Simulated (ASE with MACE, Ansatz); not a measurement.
# Which site? W in place of Co in (10-13) twin boundary in hcp Co with 11 % W, 0 of 8 solute atoms at the boundaries (70 atoms), part 2 of 3

At which site of (10-13) twin boundary in hcp Co with 11 % W, 0 of 8 solute atoms at the boundaries (70 atoms) does W in place of Co cost least, and what about the site decides it?

Ansatz 0.2.0; Kohn-Sham DFT, PBE, PAW (set soft_2), plane waves.

The cell: 62 Co and 8 W. The cell is under 6 Å thick along one periodic direction. Spin–orbit coupling is left out.

So far. Step 2 (Single point at the start): The r.m.s. force at the start is 0.14 eV/Å.

## Step 3: Relaxation

With the cell held, the atoms are moved downhill towards a nearby minimum.

input.yaml reads:

```yaml
crystal:
  lattice:
    - [8.59978, 0.0, 0.0]
    - [-2.22036, 4.53095, 0.0]
    - [0.0, 0.0, 20.79892]
  atoms:
    [... the 70 atom lines of step 2 ...]
magnetization:
  spin_polarized: true
kpoints:
  mp_grid: { grid: [2, 4, 1] }
hamiltonian:
  xc: pbe
scf:
  occupations: { method: fermi_dirac, width: 0.1 }
  lower_state_search: "off"
output:
  forces: true
relax:
  f_tol: 0.05
  max_steps: 150
```

On the command line:

```
$ ansatz run input.yaml --threads 6 --pin off --max-ram 102400MiB --backend cuda --events-out ev --progress --plain --runs-dir out
```

Numbers of over 12 decimals in the logs are rounded to 6 here.

The log of the run:

```text
[...]
GPU FFT provider: cuFFT
GPU libraries: cuBLAS 13.8.2, cuFFT 12.4.0, cuSOLVER 12.3.4
Crystal: 70 atoms, lattice volume = 810.434 Å³
Basis set: ecut = 420 eV, 15875 PW (Γ), exchange–correlation on 120×72×288 points (8 copies of the dense FFT grid, shifted against one another)
Bands: 763, of which v1, the nominal top of the filled ones, is band 583 counted from 1 (582 counted from 0)
Symmetry: 1 space group operations
[...]
k-points: 6 of 8 (time reversal used)
[...]
Starting moments: Σ|m| = 105.4 μB on 62 of 70 sites
[...]
GPU buffer pool allocated for 311040 grid points (all kernels)
[...]
SCF iter   1: F=—  HF=-400962.814297 eV  |F-HF|=—  |Δ(HF+E_count)|=         —  Δρ=2.11e-1 (↑8.82e-2 ↓2.11e-1)  dr2=4.72e3  dr2_m=4.26e1  M=67.349 μB ∫|m|=72.730 μB  β_m=0.30  ethr=3.10e-3  ⟨swp⟩=4.0  Hψ=26645  notcnv=0  defer=717
[...]
SCF iter   3: F=—  HF=-400914.388116 eV  |F-HF|=—  |Δ(HF+E_count)|=    4.39e1  Δρ=1.50e-1 (↑9.34e-2 ↓1.50e-1)  dr2=2.02e3  dr2_m=1.16e1  M=66.056 μB ∫|m|=73.292 μB  β_m=0.30  ethr=3.10e-3  ⟨swp⟩=3.0  Hψ=19107  notcnv=0  defer=1144
[...]
SCF iter  11: F=—  HF=-400891.111876 eV  |F-HF|=—  |Δ(HF+E_count)|=   1.08e-1  Δρ=1.36e-2 (↑1.36e-2 ↓1.00e-2)  dr2=7.65e-1  dr2_m=9.04e-1  M=78.889 μB ∫|m|=89.844 μB  β_m=0.30  ethr=4.31e-5  ⟨swp⟩=1.1  Hψ=8661  notcnv=0  defer=1126
[...]
SCF iter  13: F=—  HF=-400891.776170 eV  |F-HF|=—  |Δ(HF+E_count)|=   5.33e-1  Δρ=3.05e-2 (↑1.89e-2 ↓3.05e-2)  dr2=2.03e1  dr2_m=6.90e-1  M=78.757 μB ∫|m|=90.235 μB  β_m=0.04  ethr=4.31e-5  ⟨swp⟩=2.3  Hψ=16488  notcnv=0  defer=1126  recentre
[...]
SCF iter  32: F=—  HF=-400891.324522 eV  |F-HF|=—  |Δ(HF+E_count)|=   7.01e-6  Δρ=8.15e-5 (↑4.19e-5 ↓8.15e-5)  dr2=1.06e-4  dr2_m=9.18e-6  M=80.410 μB ∫|m|=92.478 μB  β_m=0.25  ethr=1.06e-8  ⟨swp⟩=1.6  Hψ=8082  notcnv=0  defer=1122
SCF iter  33: F=-400891.324484 eV  HF=-400891.324525 eV  |F-HF|=4.12e-5  |Δ(HF+E_count)|=   2.81e-6  Δρ=5.17e-5 (↑4.22e-5 ↓5.17e-5)  dr2=5.39e-5  dr2_m=4.86e-6  M=80.408 μB ∫|m|=92.475 μB  ethr=5.36e-9  ⟨swp⟩=1.5  Hψ=18355  notcnv=0
SCF 1 converged in 33 iterations: F = -400891.324484 eV  dr2 = 5.39e-5
[...]
relax step   1: F+E_penalty+E_count = -400891.32448357 eV  Δ(F+E_penalty+E_count) = +0.000e0 eV  max|allowed force component| = 4.086e-1 eV/Å  Δτ_max = 0.0000 Å  (33 SCF iters, dr2 threshold 6.25e-5 eV, accepted)
[... from here on, the SCF cycles and remarks between the steps are left out ...]
relax step   2: F+E_penalty+E_count = -400891.45705266 eV  Δ(F+E_penalty+E_count) = -1.326e-1 eV  max|allowed force component| = 2.727e-1 eV/Å  Δτ_max = 0.0249 Å  (21 SCF iters, dr2 threshold 1.04e-5 eV, accepted)
relax step   3: F+E_penalty+E_count = -400891.55224060 eV  Δ(F+E_penalty+E_count) = -9.519e-2 eV  max|allowed force component| = 1.489e-1 eV/Å  Δτ_max = 0.1681 Å  (28 SCF iters, dr2 threshold 4.65e-6 eV, accepted)
relax step   4: F+E_penalty+E_count = -400891.57191548 eV  Δ(F+E_penalty+E_count) = -1.967e-2 eV  max|allowed force component| = 6.148e-1 eV/Å  Δτ_max = 0.2000 Å  (22 SCF iters, dr2 threshold 6.60e-6 eV, accepted)
relax step   5: F+E_penalty+E_count = -400891.79472335 eV  Δ(F+E_penalty+E_count) = -2.228e-1 eV  max|allowed force component| = 3.178e-1 eV/Å  Δτ_max = 0.2000 Å  (16 SCF iters, dr2 threshold 1.00e-4 eV, accepted)
relax step   6: F+E_penalty+E_count = -400892.01002471 eV  Δ(F+E_penalty+E_count) = -2.153e-1 eV  max|allowed force component| = 3.358e-1 eV/Å  Δτ_max = 0.1946 Å  (20 SCF iters, dr2 threshold 2.70e-5 eV, accepted)
relax step   7: F+E_penalty+E_count = -400892.04955232 eV  Δ(F+E_penalty+E_count) = -3.953e-2 eV  max|allowed force component| = 3.578e-1 eV/Å  Δτ_max = 0.1918 Å  (20 SCF iters, dr2 threshold 3.01e-5 eV, accepted)
relax step   8: F+E_penalty+E_count = -400892.17532669 eV  Δ(F+E_penalty+E_count) = -1.258e-1 eV  max|allowed force component| = 1.804e-1 eV/Å  Δτ_max = 0.2000 Å  (13 SCF iters, dr2 threshold 1.00e-4 eV, accepted)
relax step   9: F+E_penalty+E_count = -400892.22022072 eV  Δ(F+E_penalty+E_count) = -4.489e-2 eV  max|allowed force component| = 2.191e-1 eV/Å  Δτ_max = 0.1974 Å  (26 SCF iters, dr2 threshold 8.27e-6 eV, accepted)
relax step  10: F+E_penalty+E_count = -400892.24607996 eV  Δ(F+E_penalty+E_count) = -2.586e-2 eV  max|allowed force component| = 1.819e-1 eV/Å  Δτ_max = 0.0584 Å  (18 SCF iters, dr2 threshold 1.22e-5 eV, accepted)
relax step  11: F+E_penalty+E_count = -400892.24827485 eV  Δ(F+E_penalty+E_count) = -2.195e-3 eV  max|allowed force component| = 3.134e-2 eV/Å  Δτ_max = 0.0256 Å  (12 SCF iters, dr2 threshold 2.28e-5 eV, accepted)
relax step  12: F+E_penalty+E_count = -400892.24828050 eV  Δ(F+E_penalty+E_count) = -5.644e-6 eV  max|allowed force component| = 3.111e-2 eV/Å  Δτ_max = 0.0000 Å  (13 SCF iters, accepted)
SCF converged after 13 iterations
Magnetization: 81.0561 μB (623.5280 up, 542.4720 down)
Absolute magnetization: 93.2635 μB (∫|ρ↑−ρ↓|, with the PAW one-centre terms)
[...]
Per-site moments (μB) at R_I (Å): [(1.716761, 1.000906), (1.644871, 0.969357), (1.773894, 0.961549), (1.371909, 0.975657), (1.414201, 0.969357), [...]
Free energy (F): -400892.248280 eV
[...]
Internal energy: -400889.752010 eV  (E = F + TS)
E sigma→0 (E₀):  -400891.000145 eV
Entropy (-TS):   -2.496271 eV (-35.661 meV/atom)
Fermi energy:    18.963195 eV
[...]
Σ components = -400892.248280   (vs F -400892.248280, Δ=0.00e0)
--- Forces (eV/Å), atoms counted from 1 ---
  atom   1  Co    -0.00307879    -0.00367603     0.00102962
  atom   2  Co     0.00058681    -0.00200266    -0.00065198
  atom   3  Co     0.03095472     0.00317780    -0.03111320
  atom   4  Co    -0.01354608    -0.00417306     0.00571188
[...]
atom  70  Co    -0.00207478    -0.00182411     0.00161621
  max |Σ_I F_I| component: 1.55e-5 eV/Å
--- Relaxed structure (12 steps of the walk, 12 accepted, 0 SCFs on fresh bases) ---
  F+E_penalty+E_count = -400892.24828050 eV   max|allowed force component| = 3.111e-2 eV/Å
  atoms:
    - { symbol: Co, position: [0.222254, 0.403851, 0.999603] }
    - { symbol: Co, position: [0.946228, 0.418922, 0.043585] }
    - { symbol: Co, position: [0.483066, 0.403773, 0.051381] }
    - { symbol: Co, position: [0.208443, 0.163193, 0.101888] }
[...]
- { symbol: Co, position: [0.159787, 0.844356, 0.556316] }
```

It took 99 s on 1 × NVIDIA H100 80GB HBM3 with 6 threads of AMD EPYC 7R13 (Zen 3), shared host; peak memory 1.7 GiB.

That memory is the host's; the program planned 29.6 GiB on the GPU.

The relaxation converged after 12 steps, 0.924 eV below its start, with a largest force component of 0.031 eV/Å.

## Step 4: Single point at the relaxed geometry

One more single point at the end of the walk gives the fuller output and checks the residual forces.

input.yaml reads:

```yaml
crystal:
  lattice:
    - [8.59978, 0.0, 0.0]
    - [-2.22036, 4.53095, 0.0]
    - [0.0, 0.0, 20.79892]
  atoms:
    - { symbol: Co, position: [0.22225, 0.40385, 0.9996], spin: 1.7 }
    - { symbol: Co, position: [0.94623, 0.41892, 0.04358], spin: 1.7 }
    - { symbol: Co, position: [0.48307, 0.40377, 0.05138], spin: 1.7 }
    - { symbol: Co, position: [0.20844, 0.16319, 0.10189], spin: 1.7 }
    - { symbol: Co, position: [0.70279, 0.32195, 0.10812], spin: 1.7 }
    - { symbol: Co, position: [0.42535, 0.08393, 0.15902], spin: 1.7 }
    [... 58 atom lines left out ...]
    - { symbol: Co, position: [0.14366, 0.84003, 0.67345], spin: 1.7 }
    - { symbol: Co, position: [0.67959, 0.48859, 0.66247], spin: 1.7 }
    - { symbol: Co, position: [0.37988, 0.76845, 0.61589], spin: 1.7 }
    - { symbol: Co, position: [0.91783, 0.91699, 0.60722], spin: 1.7 }
    - { symbol: Co, position: [0.62804, 0.7066, 0.56138], spin: 1.7 }
    - { symbol: Co, position: [0.15979, 0.84436, 0.55632], spin: 1.7 }
magnetization:
  spin_polarized: true
kpoints:
  mp_grid: { grid: [2, 4, 1] }
hamiltonian:
  xc: pbe
scf:
  occupations: { method: fermi_dirac, width: 0.1 }
  lower_state_search: "off"
output:
  forces: true
  stress: true
  populations: true
  dos:
    method: { smearing: { sigma: 0.08 } }
    de: 0.1
    projected:
      site_lists:
        Co: [Co]
        W: [W]
        lower_grain: [0, 1, 2, 3, 4, 5, 6, 7, 8, 9, 10, 11, 12, 13, 14, 15, 16, 17, 18, 35, 36, 37, 38, 39, 40, 41, 42, 43, 44, 45, 46, 47, 48, 49, 50, 51, 52, 53]
        upper_grain: [19, 20, 21, 22, 23, 24, 25, 26, 27, 28, 29, 30, 31, 32, 33, 34, 54, 55, 56, 57, 58, 59, 60, 61, 62, 63, 64, 65, 66, 67, 68, 69]
  eigenvalues: true
  write_density: true
  write_potential: true
  volumetric_format: npy
```

The log of the run:

```text
[...]
GPU FFT provider: cuFFT
GPU libraries: cuBLAS 13.8.2, cuFFT 12.4.0, cuSOLVER 12.3.4
Crystal: 70 atoms, lattice volume = 810.434 Å³
Basis set: ecut = 420 eV, 15875 PW (Γ), exchange–correlation on 120×72×288 points (8 copies of the dense FFT grid, shifted against one another)
Bands: 763, of which v1, the nominal top of the filled ones, is band 583 counted from 1 (582 counted from 0)
Symmetry: 1 space group operations
[...]
k-points: 6 of 8 (time reversal used)
[...]
Starting moments: Σ|m| = 105.4 μB on 62 of 70 sites
[...]
GPU buffer pool allocated for 311040 grid points (all kernels)
[...]
SCF iter   1: F=—  HF=-400968.103026 eV  |F-HF|=—  |Δ(HF+E_count)|=         —  Δρ=2.25e-1 (↑9.34e-2 ↓2.25e-1)  dr2=5.48e3  dr2_m=4.90e1  M=66.115 μB ∫|m|=71.408 μB  β_m=0.30  ethr=3.10e-3  ⟨swp⟩=4.0  Hψ=26658  notcnv=0  defer=712
[...]
SCF iter  46: F=-400892.248280 eV  HF=-400892.248280 eV  |F-HF|=5.05e-8  |Δ(HF+E_count)|=   3.45e-7  Δρ=2.36e-6 (↑1.36e-6 ↓2.36e-6)  dr2=6.46e-8  dr2_m=1.19e-8  M=81.056 μB ∫|m|=93.239 μB  ethr=8.58e-12  ⟨swp⟩=13.5  Hψ=61418  notcnv=0
SCF 1 converged in 46 iterations: F = -400892.248280 eV  dr2 = 6.46e-8
[...]
SCF converged after 46 iterations
Magnetization: 81.0562 μB (623.5281 up, 542.4719 down)
Absolute magnetization: 93.2636 μB (∫|ρ↑−ρ↓|, with the PAW one-centre terms)
[...]
Per-site moments (μB) at R_I (Å): [(1.716771, 1.000946), (1.644891, 0.969392), (1.773870, 0.961513), (1.371804, 0.975643), (1.414137, 0.969392), [...]
Free energy (F): -400892.248280 eV
[...]
Internal energy: -400889.751995 eV  (E = F + TS)
E sigma→0 (E₀):  -400891.000138 eV
Entropy (-TS):   -2.496285 eV (-35.661 meV/atom)
Fermi energy:    18.963189 eV
[...]
--- Forces (eV/Å), atoms counted from 1 ---
  atom   1  Co    -0.00274056    -0.00374400     0.00176224
  atom   2  Co     0.00040041    -0.00200241     0.00049491
  atom   3  Co     0.03058173     0.00317296    -0.03089056
  atom   4  Co    -0.01323631    -0.00359988     0.00513006
  atom   5  Co     0.01063167    -0.01124290     0.00407230
  atom   6  Co    -0.00809176     0.00471238    -0.01251678
  atom   7  W      0.02070675    -0.01242425    -0.00644442
  atom   8  Co    -0.01955658    -0.00384702     0.02529353
  atom   9  Co    -0.01278449     0.00843430    -0.00433125
  atom  10  Co    -0.01275437     0.00147310    -0.01907684
  atom  11  W     -0.00114032    -0.00017956    -0.00324032
  atom  12  Co     0.00008691    -0.00235042     0.00459139
  atom  13  W      0.01515889     0.01218164     0.01355859
  atom  14  Co     0.00336299    -0.00070236    -0.00399603
[...]
atom  69  Co    -0.00013975    -0.00189006    -0.00338895
  atom  70  Co    -0.00228477    -0.00193721     0.00007329
  max |Σ_I F_I| component: 8.13e-5 eV/Å
--- Stress (GPa, compression-positive) ---
        2.319245      -0.544408       0.944803
       -0.544409       1.771128       1.480104
        0.944803       1.480103       0.405076
  P = ⅓ Tr σ = 1.4985 GPa (14.985 kbar)
--- Band table (eV; the first three rows and the last of 12) ---
[...]
--- Löwdin populations: 70 sites ---
  site symbol       q [e]    m [muB]
     0     Co     16.7858     1.7101
     1     Co     16.7480     1.6433
     2     Co     16.7775     1.7845
[...]
69     Co     16.7702     1.7077
  spilling = 0.012071 (of n_electrons = 1166.000000)
```

It took 22 s on 1 × NVIDIA H100 80GB HBM3 with 6 threads; peak memory 2.5 GiB; 81 s of CPU time.

That memory is the host's; the program planned 33.2 GiB on the GPU.

Numbers from this run:

- free energy: -400892.2483 eV
- free energy per atom: -5727.0321 eV/atom
- SCF cycles: 46
- pressure: 1.498 GPa
- r.m.s. force component: 0.00749 eV/Å
- longest force: 0.04358 eV/Å
- Fermi energy: 18.96 eV
- levels partly filled by over 2 per cent: 360
- total moment: 81.06 μB
- absolute moment: 93.26 μB
- spilling of the projection: 0.01207

By region:

| region | atoms | mean length of the force (eV/Å) |
| --- | --- | --- |
| lower grain | 38 | 0.012 |
| upper grain | 32 | 0.008 |

Magnetic moments by element and coordination:

| element | coordination | atoms | mean moment (μB) | spread | least | most |
| --- | --- | --- | --- | --- | --- | --- |
| Co | all | 62 | 1.40 | 0.319 | 0.585 | 1.81 |
| Co | 10 | 10 | 1.67 | 0.129 | 1.41 | 1.79 |
| Co | 11 | 8 | 1.56 | 0.166 | 1.37 | 1.75 |
| Co | 12 | 42 | 1.29 | 0.32 | 0.585 | 1.81 |
| Co | 13 | 2 | 1.71 | 0.0023 | 1.71 | 1.72 |
| W | all | 8 | -0.171 | 0.0435 | -0.233 | -0.118 |
| W | 12 | 6 | -0.179 | 0.0473 | -0.233 | -0.118 |
| W | 13 | 2 | -0.146 | 0.0032 | -0.149 | -0.142 |

States in the cell by windows of 1 eV, zero at the Fermi level; the larger projections on atomic orbitals stand beside the total:

```
from (eV)  to (eV)  total up  total down   Co d  lower grain  upper grain  Co s   W d
      -10       -9       0.1         0.1    0.0          0.1          0.1   0.2   0.0
       -9       -8       1.7         1.8    0.0          1.8          1.7   2.7   0.0
       -8       -7       2.9         2.8    0.1          3.1          2.5   4.4   0.1
       -7       -6       5.1         4.8    0.7          5.3          4.4   7.4   0.4
       -6       -5      16.1        10.5    7.6         15.4         11.0  12.1   4.9
       -5       -4      43.3        20.3   40.2         33.8         29.1  11.3   9.8
       -4       -3      61.3        33.9   77.5         49.9         43.2   6.7   7.9
       -3       -2      81.1        53.3  119.1         70.2         60.2   4.3   6.2
       -2       -1      77.1        66.4  129.9         76.2         63.4   3.4   5.7
       -1        0      54.6        67.3  110.0         62.6         56.3   3.6   4.8
        0        1      18.9        66.0   71.1         45.1         37.3   3.5   7.3
        1        2      15.0        39.5   36.2         27.3         24.0   4.6  10.0
        2        3      11.7        15.8    9.6         12.3         10.9   5.3   7.7
        3        4      10.9        12.8    5.1         10.8          7.0   5.4   6.6
        4        5       9.4         9.5    2.9          6.8          4.6   4.8   3.0
```

The curve was stored every 0.100 eV, coarse against its broadening of 0.08 eV, so these counts are rough.

The stored curve holds about 604 of the 1166 electrons; the rest, give or take the few that broadening carries across the Fermi level, lie in deeper levels below its range.

The levels nearest the highest filled one (over half full), pooled over k-points and spins:

| level less the highest filled one (eV) | occupation |
| --- | --- |
| -0.0125 | 0.532 |
| -0.0082 | 0.521 |
| -0.0071 | 0.518 |
| -0.0038 | 0.51 |
| -0.0033 | 0.509 |
| 0 | 0.5 |
| 5.0e-4 | 0.499 |
| 0.0012 | 0.497 |
| 0.0014 | 0.497 |
| 0.0021 | 0.495 |
| 0.0047 | 0.489 |
| 0.0054 | 0.487 |

Planar average of the electrostatic potential energy along the normal, with the Fermi level as zero, after a running mean with a triangular window 4 Å wide at its base:

```csv
height (Å),potential energy (eV)
0.0,-8.21
0.6,-8.59
1.2,-9.40
1.7,-10.41
2.3,-11.28
2.9,-11.75
3.6,-11.94
4.2,-11.89
4.8,-11.88
5.3,-11.99
5.9,-12.06
6.5,-11.92
7.1,-11.61
7.7,-11.22
8.2,-10.94
8.8,-10.74
9.4,-10.48
10.0,-10.27
10.7,-10.20
11.3,-10.28
11.8,-10.47
12.4,-10.58
13.0,-10.75
13.6,-11.08
14.2,-11.48
14.7,-11.84
15.3,-12.00
15.9,-11.89
16.5,-11.59
17.0,-11.24
17.8,-10.94
18.3,-10.77
18.9,-10.38
19.5,-9.65
20.1,-8.83
20.7,-8.25
```

Spin density in the cb plane at fractional x = 0.924, with atoms of Co and W within 0.2 Å of it.

Ten even steps from '0' (-0.1 e/Å³) to '9' (4.8 e/Å³), each cell a mean:
```
00340000048200000000178100002200000000000000
00110000012000000000044100002200000000000000
00000000000000000000000000000000000000000000
00000000000000012000000000000000013200003510
00000000000000011000000000000000002200005920
00000000011000000000000000000000000000001100
00330000047200000000143000000000000000000000
00120000024100000000175000000000000000000000
00000000000000000000011000000000000000000000
00000000000000011000000000000000001100001200
00000000000000022000000000000000016400005920
00000000000000000000000000000000002100002410
00110000012100000000011000000000000000000000
```
Columns run along c (16.0 Å, from fractional 0.23 to 1.00 of the cell), rows up along b (5.0 Å). Atoms in or near the plane, at fractional coordinates: Co at (0.27, 0.45), Co at (0.40, 0.47), Co at (0.95, 0.16), Co at (0.83, 0.18), W at (0.73, 0.39), Co at (0.60, 0.42), Co at (0.27, 0.94), Co at (0.40, 0.95), Co at (0.95, 0.66), Co at (0.61, 0.92).

Electrostatic potential energy in the cb plane at fractional x = 0.924, with atoms of Co and W within 0.2 Å of it. With pseudopotentials it is smooth inside the atoms' cores, unlike the true potential.

Ten even steps from '0' (-46 eV) to '9' (21 eV), each cell a mean:
```
83002798400169999998300279830048999999999999
85214899621379988998410389841148998999999999
98778999876799744699755799975579964579985468
99999999999999521489999999998899730158951027
98778999987899632589999999998899730148840016
85225899732489866899755799864578864479973248
83002798400169999997301489620038998899998789
84113899510279999997200388510027999999999999
97557999854699877898523699620148987799997789
99999999999999533699878999865579842369963248
99999999999998522589999999998899720048840016
98668999866799744799977899998899731259951027
84114899621379988999622589963369976689985568
```
Columns run along c (16.0 Å, from fractional 0.23 to 1.00 of the cell; values clipped at the 3rd and 97th percentile), rows up along b (5.0 Å). Atoms in or near the plane, at fractional coordinates: Co at (0.27, 0.45), Co at (0.40, 0.47), Co at (0.95, 0.16), Co at (0.83, 0.18), W at (0.73, 0.39), Co at (0.60, 0.42), Co at (0.27, 0.94), Co at (0.40, 0.95), Co at (0.95, 0.66), Co at (0.61, 0.92).

360 levels are partly filled, by over 2 % (on the run's k-points), as in a metal. The cell holds a total moment of 81.1 μB; no search proves this magnetic order the lowest. Within 0.4 eV of the Fermi level the largest share is Co d (87 % of the projected weight).

(Part 2 of 3 ends here.)

[Logs are printed without paths, hosts, clocks, repeated set-up lines and the standing remarks that a program may print on its own settings, such as how far it seeks lower states.]

[Hosts, paths, dates, database ids (printed as entryN), source tags and the programs' standing remarks are cut or masked in the printed files.]
